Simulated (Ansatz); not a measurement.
# BAs (F-43m): how G0W0 depends on its starting point

How much of the starting functional survives in the G0W0 gap of BAs (F-43m)?

Main program and level: Ansatz 0.2.0; G0W0 on several functionals, plane waves, PAW.

In doubt: masses and optical values from hybrid runs of this build are listed as unsure (step 4), which bears on the screening that GW takes from such a start.

## (1) Set-up

The structure is cubic, space group F-43m (No. 216). The conventional cell has a = 4.777 Å, b = 4.777 Å, c = 4.777 Å, α = 90.00°, β = 90.00°, γ = 90.00°. B has 4 As at 2.07 Å nearest. As has 4 B at 2.07 Å nearest. Farther neighbours are not listed.

The cell and positions come from the Crystallography Open Database and are kept as given unless a step says otherwise. The default PAW set here is soft_2. Its files were made with PBE.

## (2) G0W0 on LDA

G0W0 replaces the xc potential by the self-energy, built once from these orbitals. Only a window of levels is corrected, while the sums run over the empty bands that the input names.

This step: G0W0 on LDA, plane waves, PAW.

Input file input.yaml:

```yaml
crystal:
  lattice:
    - [0.0, 2.3885, 2.3885]
    - [2.3885, 0.0, 2.3885]
    - [2.3885, 2.3885, 0.0]
  atoms:
    - { symbol: B, position: [0.0, 0.0, 0.0] }
    - { symbol: As, position: [0.25, 0.25, 0.25] }
kpoints:
  mp_grid: { grid: [6, 6, 6] }
hamiltonian:
  xc: lda
scf:
  occupations: { method: fixed }
gw:
  n_empty_bands: 81
  ecut_chi: 120
  qp_bands: [v2, c2]
  qp_kpoints: band_edges
  screening: { model: contour_deformation }
```

Command:

```bash
$ ansatz run input.yaml --threads 3 --pin off --max-ram 92160MiB --backend cuda --events-out ev --progress --plain --runs-dir out --devices 1 --max-vram 13GiB  # rebuilt from the run's record
```

Numbers of over 12 decimals in the logs are rounded to 6 here.

Log:

```text
GPUs: using 1 of 1 available (devices: 1).
Engine: ansatz 0.2.0, x86_64-unknown-linux-gnu
Pseudopotentials: kind: paw
Pseudopotential: B, paw, valence charge 3, recommended cutoff 420 eV (normal), B.paw.azcp
Pseudopotential: As, paw, valence charge 15, recommended cutoff 420 eV (normal), As.paw.azcp
Functional definition: SPW92
  exchange = slater_x
  correlation = pw_c
device memory: the entry about to start is reckoned to put 0.4 GiB on a device that reports 35.8 GiB free (of which the cap on the GPU budget leaves the run 13.0 GiB)
GPU FFT provider: cuFFT
GPU libraries: cuBLAS 13.8.2, cuFFT 12.4.0, cuSOLVER 12.3.4
Crystal: 2 atoms, lattice volume = 27.252 Å³
Basis set: ecut = 420 eV, 531 PW (Γ)
Bands: 13, of which v1, the nominal top of the filled ones, is band 9 counted from 1 (8 counted from 0)
Symmetry: 24 space group operations
Space group: F-43m (ITA 216), of the structure as read, at distance tolerance 3.0e-5 Å
k-points: 16 of 216 (time reversal used)
Non-local potential: B, projectors of the file, l = 0: 2, l = 1: 2, l = 2: 1
Non-local potential: As, projectors of the file, l = 0: 2, l = 1: 2, l = 2: 3, l = 3: 1
PAW form: soft (Blöchl's): semilocal exchange-correlation on the pseudo side does not see the compensation charge
PAW frozen core: B, regenerated for the run's functional, and the local potential with it (the file was generated under x = pbe(κ = 0.804, μ = 0.219515), c = pbe(β = 0.066725))
PAW frozen core: As, regenerated for the run's functional, and the local potential with it (the file was generated under x = pbe(κ = 0.804, μ = 0.219515), c = pbe(β = 0.066725))
PAW one-centre angular grid: B, 110 points (default); XC on 64 Gauss nodes
PAW one-centre angular grid: As, 590 points (default); XC on 64 Gauss nodes
Initial density: superposition of atomic densities (neutral atoms: chi_scale 0, normalization atom), corrected by the library's trained network
Initial wavefunctions: pseudopotential atomic-orbital guess
GPU buffer pool allocated for 13824 grid points (all kernels)
GPU transforms: local potential and band sums: pruned to the plane-wave sphere, on 24×24×24
Functional: x = slater, c = lda
SCF iter   1: F=—  HF=-4923.504982 eV  |F-HF|=—  |Δ(HF+E_count)|=         —  Δρ=6.96e-3  dr2=1.32e-2  ethr=1.77e-3  ⟨swp⟩=4.4  Hψ=1065  notcnv=0  defer=18
preconditioner: auto → none  [insulator: Δε(μ)=1.226 eV  Ē_g=12.353 eV  n_scr=8 (ndim 8)  ℏωp=20.1 eV  f_vac=0.001  ε∞_Penn≈3.7]
SCF iter   2: F=—  HF=-4923.500667 eV  |F-HF|=—  |Δ(HF+E_count)|=   4.32e-3  Δρ=2.11e-3  dr2=6.84e-4  ethr=7.36e-5  ⟨swp⟩=2.0  Hψ=388  notcnv=0  defer=26
SCF iter   3: F=—  HF=-4923.500347 eV  |F-HF|=—  |Δ(HF+E_count)|=   3.20e-4  Δρ=1.02e-3  dr2=1.24e-4  ethr=3.80e-6  ⟨swp⟩=2.0  Hψ=390  notcnv=0  defer=26
SCF iter   4: F=—  HF=-4923.500322 eV  |F-HF|=—  |Δ(HF+E_count)|=   2.48e-5  Δρ=3.94e-4  dr2=1.67e-5  ethr=6.87e-7  ⟨swp⟩=1.0  Hψ=208  notcnv=0  defer=9
SCF iter   5: F=—  HF=-4923.500317 eV  |F-HF|=—  |Δ(HF+E_count)|=   4.81e-6  Δρ=7.54e-5  dr2=6.22e-7  ethr=9.30e-8  ⟨swp⟩=2.2  Hψ=336  notcnv=0
SCF iter   6: F=-4923.500317 eV  HF=-4923.500317 eV  |F-HF|=4.55e-11  |Δ(HF+E_count)|=   6.45e-8  Δρ=7.73e-6  dr2=5.91e-9  ethr=5.56e-10  ⟨swp⟩=3.8  Hψ=677  notcnv=0
SCF 1 converged in 6 iterations: F = -4923.500317 eV  dr2 = 5.91e-9
  greatest PAW one-centre occupation: 0.999 electrons in one spin orbital (limit 2), on the As atom at site 1 (counted from 0), in its partial waves of l = 2
device memory: the entry about to start is reckoned to put 0.5 GiB on a device that reports 35.8 GiB free (of which the cap on the GPU budget leaves the run 13.0 GiB)
NSCF: frozen V_eff on 16 k-points, pencils in batches of 32, up to order 52
the band table was solved once the SCF had ended and its energy, with any forces and stress, was formed, with the checks that follow a solve (1221 applications of the Hamiltonian). They found nothing against the state; the energy, forces and stress were not computed again (output.eigenvalues in the input reference)
device memory: the entry about to start is reckoned to put 1.4 GiB on a device that reports 35.8 GiB free (of which the cap on the GPU budget leaves the run 13.0 GiB)
NSCF: frozen V_eff on 16 k-points
G₀W₀ screening: q 1/16
[... further progress lines ...]
device memory: the entry about to start is reckoned to put 0.3 GiB on a device that reports 35.6 GiB free (of which the cap on the GPU budget leaves the run 13.0 GiB)
NSCF: frozen V_eff on 1 k-points
device memory: the entry about to start is reckoned to put 0.3 GiB on a device that reports 35.6 GiB free (of which the cap on the GPU budget leaves the run 13.0 GiB)
NSCF: frozen V_eff on 1 k-points
SCF converged after 6 iterations
Free energy (F): -4923.500317 eV
Harris-Foulkes:  -4923.500317 eV  (|F-HF|=4.55e-11)
Internal energy: -4923.500317 eV  (E = F + TS)
E sigma→0 (E₀):  -4923.500317 eV
Fermi energy:    10.846708 eV
--- Per-component energies (eV) ---
  E_band       = -216.122177
  E_kinetic    = 152.713953
  E_local      = -1703.193460  (includes V_loc(G=0)·N_el)
  E_nonlocal   = -652.022169
  E_hartree    = 941.560667
  E_xc         = -111.066780
  E_vxc        = -117.903496  (∫ρ·V_xc dr)
  E_paw        = -1827.838604  (= ΣΔE_a)
  E_vpaw       = 221.162129  (= ΣTr[D̂ρ^β])
  E_aug_tail   = 0.000008  (compensation charges beyond the density's cutoff)
  E_ewald      = -1725.774997
  E_core_change = 2.121064  (= ΣΔE_core)
  E_smearing   = -0.000000  (= −TS)
  E_closure    = -0.000000  (closes the sum)
  Σ components = -4923.500317   (vs F -4923.500317, Δ=0.00e0)
--- Band table (eV; the first three rows and the last of 16) ---
  k-point 0: bands = [... 5 lower, -4.5470, 10.8467, 10.8467, 10.8467, 14.0971, 14.0971, 14.0971, 15.4934]
  k-point 1: bands = [... 5 lower, -4.0959, 7.8988, 10.1668, 10.1668, 14.1066, 14.9811, 14.9811, 17.4418]
  k-point 2: bands = [... 5 lower, -2.8369, 4.1309, 9.3357, 9.3357, 13.6827, 15.6504, 15.6504, 19.4008]
  k-point 15: bands = [... 5 lower, -0.3135, 2.7696, 5.6916, 5.8847, 14.6012, 14.7455, 19.4649, 19.6312]
--- G₀W₀: contour deformation, 7 samples at zero and on the imaginary axis and 1 off it, 216 q-points, 81 empty bands' worth ---
  eigenvalues of the whole cell's RPA ε∞ on this k-mesh (on a slab, of 1 + 4πα/V) = 10.7610, 10.7610, 10.7610; static W/v taken at q = 0 is 0.092928
  bands read: the sum over 90 bands ends inside a degenerate multiplet in 1 slot, whose members it reads at an even weight; the widest, k=3: bands 90 to 91 (counted from 1) at 1/2 each
  gw.qp_kpoints: band_edges: 7 of 16 stored k-points solved, in 1 pass; an edge of the gap read off the rows below is read off those points alone
    valence top: of the k-points left out ik 8 came nearest to being solved in a further pass, in band 9 (counted from 1, as in the quasiparticle table): it holds the edge there only if its correction is more favourable than any solved in that band by at least 0.888 eV; those differ by 0.211 eV
    conduction bottom: of the k-points left out ik 10 came nearest to being solved in a further pass, in band 10 (counted from 1, as in the quasiparticle table): it holds the edge there only if its correction is more favourable than any solved in that band by at least 0.556 eV; those differ by 0.212 eV
    ik  band        ε_KS         Σx   Σc(E_QP)       V_xc       Z   E_QP_lin       E_QP  E_QP is
     0     8     10.8467   -16.4613     0.8791   -15.3423  0.7934    10.6065    10.6069  root
     0     9     10.8467   -16.4613     0.8791   -15.3423  0.7934    10.6065    10.6069  root
     0    10     14.0971    -9.1870    -4.3861   -14.1490  0.7931    14.6761    14.6731  root
     0    11     14.0971    -9.1870    -4.3861   -14.1490  0.7931    14.6761    14.6731  root
     1     8     10.1668   -16.3903     1.0687   -15.0562  0.7910     9.9009     9.9013  root
     1     9     10.1668   -16.3903     1.0687   -15.0562  0.7910     9.9009     9.9013  root
     1    10     14.1066    -9.5977    -4.6109   -14.8059  0.7887    14.7074    14.7039  root
     1    11     14.9811    -9.0891    -4.6879   -14.3780  0.7857    15.5860    15.5821  root
     2     8      9.3357   -16.6407     1.4430   -14.8753  0.7862     9.0125     9.0133  root
     2     9      9.3357   -16.6407     1.4430   -14.8753  0.7862     9.0125     9.0133  root
     2    10     13.6827    -9.9180    -4.5660   -15.0333  0.7900    14.2348    14.2321  root
     2    11     15.6504    -8.3122    -4.9662   -13.8665  0.7825    16.2429    16.2386  root
     3     8      9.0314   -16.7683     1.5896   -14.8340  0.7842     8.6856     8.6867  root
     3     9      9.0314   -16.7683     1.5896   -14.8340  0.7842     8.6856     8.6867  root
     3    10     13.5177   -10.0592    -4.5377   -15.1299  0.7904    14.0532    14.0507  root
     3    11     15.6071    -7.9527    -4.9362   -13.4464  0.7854    16.1683    16.1646  root
     4     8      9.1388   -16.3152     1.4076   -14.5876  0.7859     8.8179     8.8187  root
     4     9      9.1388   -16.3152     1.4076   -14.5876  0.7859     8.8179     8.8187  root
     4    10     13.0457    -8.6286    -4.1799   -13.3094  0.7980    13.5486    13.5467  root
     4    11     16.4429    -9.0616    -5.1804   -14.8876  0.7711    17.0937    17.0885  root
     9     8      7.3973   -16.7115     2.1555   -14.1334  0.7709     6.9726     6.9748  root
     9     9      7.3973   -16.7115     2.1555   -14.1334  0.7709     6.9726     6.9748  root
     9    10     12.0745    -8.3158    -4.0036   -12.7045  0.8034    12.4606    12.4596  root
     9    11     13.9206    -7.1517    -4.6181   -12.1725  0.7996    14.3249    14.3234  root
    12     8      6.7759   -16.8589     2.4183   -13.9899  0.7641     6.3225     6.3253  root
    12     9      6.7759   -16.8589     2.4183   -13.9899  0.7641     6.3225     6.3253  root
    12    10     12.1828    -7.6511    -4.1874   -12.2790  0.8081    12.6248    12.6234  root
    12    11     12.2733    -7.9539    -4.0941   -12.3148  0.8032    12.5407    12.5401  root
```

Wall time 10 s (1 × NVIDIA H100 80GB HBM3 (shared by 6 runs) with 3 threads of AMD EPYC 7R13 (Zen 3), shared host); peak memory 1 GiB.

Numbers from this step:

```
bands summed                                 : 90
RPA ε∞ on this mesh (eigenvalues)            : 10.76, 10.76, 10.76
plane waves in the screening matrix          : 65
q-points in the mesh                         : 216
G0W0 gap on the mesh                         : 1.853 eV
k of the valence top                         : 0, 0, 0
k of the conduction bottom                   : 0, 0.3333, 0.3333
starting gap on the mesh                     : 1.228 eV
Z at the valence top                         : 0.7934
Z at the conduction bottom                   : 0.8034
least direct G0W0 gap on the computed points : 4.066 eV
```

The gap on the mesh goes from 1.23 eV to 1.85 eV, a correction of +0.62 eV. Between the two edge states, bare exchange in place of the xc potential would open the gap by 5.51 eV, and correlation takes back 4.88 eV.

## (3) G0W0 on PBE

One-shot GW remembers its start. Another functional's orbitals and levels show by how much.

This step: G0W0 on PBE, plane waves, PAW.

Edit input.yaml of step 2 so:

```diff
@@ -11,3 +11,3 @@
 hamiltonian:
-  xc: lda
+  xc: pbe
 scf:
```

Log:

```text
GPUs: using 1 of 1 available (devices: 1).
[...]
GPU FFT provider: cuFFT
GPU libraries: cuBLAS 13.8.2, cuFFT 12.4.0, cuSOLVER 12.3.4
Crystal: 2 atoms, lattice volume = 27.252 Å³
Basis set: ecut = 420 eV, 531 PW (Γ)
Bands: 13, of which v1, the nominal top of the filled ones, is band 9 counted from 1 (8 counted from 0)
[... 1 set-up line as in the run before ...]
[...]
k-points: 16 of 216 (time reversal used)
[...]
GPU buffer pool allocated for 13824 grid points (all kernels)
[...]
SCF iter   1: F=—  HF=-5012.081499 eV  |F-HF|=—  |Δ(HF+E_count)|=         —  Δρ=8.68e-4  dr2=1.36e-4  ethr=1.77e-3  ⟨swp⟩=4.2  Hψ=1063  notcnv=0  defer=20
[...]
SCF iter   6: F=-5012.081585 eV  HF=-5012.081585 eV  |F-HF|=4.13e-10  |Δ(HF+E_count)|=   1.78e-8  Δρ=2.47e-6  dr2=1.29e-9  ethr=1.38e-10  ⟨swp⟩=3.1  Hψ=839  notcnv=0
SCF 1 converged in 6 iterations: F = -5012.081585 eV  dr2 = 1.29e-9
[...]
NSCF: frozen V_eff on 16 k-points, pencils in batches of 32, up to order 52
[...]
NSCF: frozen V_eff on 16 k-points
G₀W₀ screening: q 1/16
[... further progress lines ...]
[...]
SCF converged after 6 iterations
Free energy (F): -5012.081585 eV
[...]
Internal energy: -5012.081585 eV  (E = F + TS)
E sigma→0 (E₀):  -5012.081585 eV
Fermi energy:    11.131865 eV
[...]
--- Band table (eV; the first three rows and the last of 16) ---
  k-point 0: bands = [... 5 lower, -4.2734, 11.1319, 11.1319, 11.1319, 14.4103, 14.4103, 14.4103, 15.8058]
  k-point 1: bands = [... 5 lower, -3.8203, 8.1749, 10.4508, 10.4508, 14.4318, 15.2984, 15.2984, 17.7796]
  k-point 2: bands = [... 5 lower, -2.5541, 4.3959, 9.6171, 9.6171, 13.9926, 15.9691, 15.9691, 19.8275]
  k-point 15: bands = [... 5 lower, 0.0262, 2.9360, 5.9840, 6.1810, 14.9163, 15.1259, 19.8006, 20.0341]
[...]
0     8     11.1319   -16.4505     0.9519   -15.0505  0.7943    10.6826    10.6838  root
     0     9     11.1319   -16.4505     0.9519   -15.0505  0.7943    10.6826    10.6838  root
     0    10     14.4103    -9.1505    -4.3146   -13.8090  0.7941    14.7553    14.7542  root
     0    11     14.4103    -9.1505    -4.3146   -13.8090  0.7941    14.7553    14.7542  root
     1     8     10.4508   -16.3794     1.1397   -14.7644  0.7919     9.9741     9.9755  root
     1     9     10.4508   -16.3794     1.1397   -14.7644  0.7919     9.9741     9.9755  root
     1    10     14.4318    -9.5952    -4.5438   -14.5206  0.7898    14.8148    14.8134  root
     1    11     15.2984    -9.0525    -4.6094   -14.0341  0.7868    15.6719    15.6705  root
[...]
12     8      7.0555   -16.8511     2.4910   -13.7043  0.7652     6.3937     6.3997  root
    12     9      7.0555   -16.8511     2.4910   -13.7043  0.7652     6.3937     6.3997  root
    12    10     12.5682    -7.9415    -4.0343   -12.0336  0.8042    12.6261    12.6261  root
    12    11     12.5786    -7.6522    -4.1311   -11.9417  0.8086    12.7372    12.7370  root
```

Wall time 3.9 s (1 × NVIDIA H100 80GB HBM3 (shared by 6 runs) with 3 threads); peak memory 1 GiB; 6 s of CPU time.

This step gave:

```yaml
bands_summed: 90
rpa_eps_infinity_on_this_mesh_eigenvalues: 10.60, 10.60, 10.60
plane_waves_in_the_screening_matrix: 65
q_points_in_the_mesh: 216
g0w0_gap_on_the_mesh: 1.872 eV
k_of_the_valence_top: 0, 0, 0
k_of_the_conduction_bottom: 0, 0.3333, 0.3333
starting_gap_on_the_mesh: 1.281 eV
z_at_the_valence_top: 0.7943
z_at_the_conduction_bottom: 0.8043
least_direct_g0w0_gap_on_the_computed_points: 4.070 eV
```

Against the run with 6×6×6 mesh, 81 empty bands, screening to 120 eV on LDA, the gap moves by +0.019 eV, while the start moved by +0.05 eV.

## (4) G0W0 on HSE06

This step: G0W0 on HSE06, plane waves, PAW.

Edit input.yaml of step 3 so:

```diff
@@ -11,3 +11,3 @@
 hamiltonian:
-  xc: pbe
+  xc: hse06
 scf:
```

Log:

```text
GPUs: using 1 of 1 available (devices: 1).
[...]
davidson cushion auto → on  (no smearing: the cushion is to keep the highest requested band from converging to the state above it; pin scf.eigensolver.cushion to override)
[...]
GPU FFT provider: cuFFT
GPU libraries: cuBLAS 13.8.2, cuFFT 12.4.0, cuSOLVER 12.3.4
Crystal: 2 atoms, lattice volume = 27.252 Å³
Basis set: ecut = 420 eV, 531 PW (Γ)
[...]
1    10     14.9405    -9.3305    -4.3598   -13.7770  0.8108    15.0272    15.0272  root
     1    11     15.8145    -8.8300    -4.4185   -13.3287  0.8081    15.8948    15.8947  root
[...]
12     8      6.2724   -16.8656     2.2948   -14.4391  0.7882     6.1405     6.1407  root
    12     9      6.2724   -16.8656     2.2948   -14.4391  0.7882     6.1405     6.1407  root
    12    10     12.8126    -7.7194    -3.9283   -11.5929  0.8233    12.7578    12.7578  root
    12    11     12.8840    -7.4540    -4.0120   -11.4671  0.8273    12.8851    12.8851  root
[key lines of the parts left out:]
Free energy (F): -5013.475669 eV
Fermi energy:    10.743537 eV
```

It took 12 s on 1 × NVIDIA H100 80GB HBM3 (shared by 6 runs) with 3 threads; peak memory 1.3 GiB; 19 s of CPU time.

This step gave:

| Quantity | Value |
| --- | --- |
| bands summed | 90 |
| RPA ε∞ on this mesh (eigenvalues) | 8.391, 8.391, 8.391 |
| plane waves in the screening matrix | 65 |
| G0W0 gap on the mesh | 2.140 eV |
| k of the valence top | 0, 0, 0 |
| k of the conduction bottom | 0, 0.3333, 0.3333 |
| starting gap on the mesh | 1.938 eV |
| least direct G0W0 gap on the computed points | 4.406 eV |

Against the run with 6×6×6 mesh, 81 empty bands, screening to 120 eV on PBE, the gap moves by +0.27 eV, while the start moved by +0.66 eV.

## (5) Side by side

All on the 6×6×6 mesh with 81 empty bands and screening to 120 eV. Times are wall times on 1 × NVIDIA H100 80GB HBM3 (shared by 6 runs) with 3 threads of AMD EPYC 7R13 (Zen 3), shared host, good to a factor of about two.

```tsv
start	starting gap (eV)	shift (eV)	G0W0 gap (eV)	RPA ε∞ (harmonic mean)	Z (valence, conduction)	time
LDA	1.23	+0.62	1.85	10.76	0.79, 0.80	10 s
PBE	1.28	+0.59	1.87	10.60	0.79, 0.80	3.9 s
HSE06	1.94	+0.20	2.14	8.39	0.81, 0.82	12 s
```

The parts of the quasiparticle energy at the two band edges (eV; QP = start + Σx + Σc − Vxc):

```tsv
run	edge	start	Σx	Σc	Vxc	Z	QP
LDA	valence top	10.85	-16.46	0.88	-15.34	0.79	10.61
LDA	conduction bottom	12.07	-8.32	-4.00	-12.70	0.80	12.46
PBE	valence top	11.13	-16.45	0.95	-15.05	0.79	10.68
PBE	conduction bottom	12.41	-8.31	-3.94	-12.40	0.80	12.56
HSE06	valence top	10.74	-16.55	0.97	-15.39	0.81	10.55
HSE06	conduction bottom	12.68	-8.10	-3.85	-11.96	0.82	12.69
```

For a hybrid start, Vxc holds its share of exact exchange.

## (6) Results

| Item | Value |
| --- | --- |
| G0W0@LDA | 1.85 eV (start 1.23 eV) |
| G0W0@PBE | 1.87 eV (start 1.28 eV) |
| G0W0@HSE06 | 2.14 eV (start 1.94 eV) |
| known limits | not at the basis limit; no spin-orbit coupling |

The starting gaps span 0.71 eV and the G0W0 gaps 0.29 eV. Between LDA and HSE06, 0.29 eV of the 0.71 eV survives, 40 %. HSE06 screens less than LDA (ε∞ 8.39 against 10.76). Of the 0.29 eV by which its G0W0 gap is higher, the correlation part gives +0.07 eV, and exchange with the one-particle terms, which follow the orbitals, +0.22 eV. The smallest correction, +0.20 eV, is on HSE06, the start nearest to reproducing itself. Bands and cutoff are finite, so the gap is not at the basis limit. The miss can reach some tenths of an eV and take either sign; the mesh is an error of its own. The many-body steps are scalar-relativistic: spin-orbit coupling is not in them.

[Paths, hosts, dates, memory and timing lines, banners, echoed tables and standing remarks are left out of the program output.]

[Logs are printed without paths, hosts, clocks, repeated set-up lines and the standing remarks that a program may print on its own settings, such as how far it seeks lower states.]

[Runs of the session that timed out or met a known fault of the program may be left out.]

[Cells called generated may have been cut or substituted from an entry of the Crystallography Open Database or the Materials Project.]

[Hosts, paths, dates, database ids (printed as entryN), source tags and the programs' standing remarks are cut or masked in the printed files.]
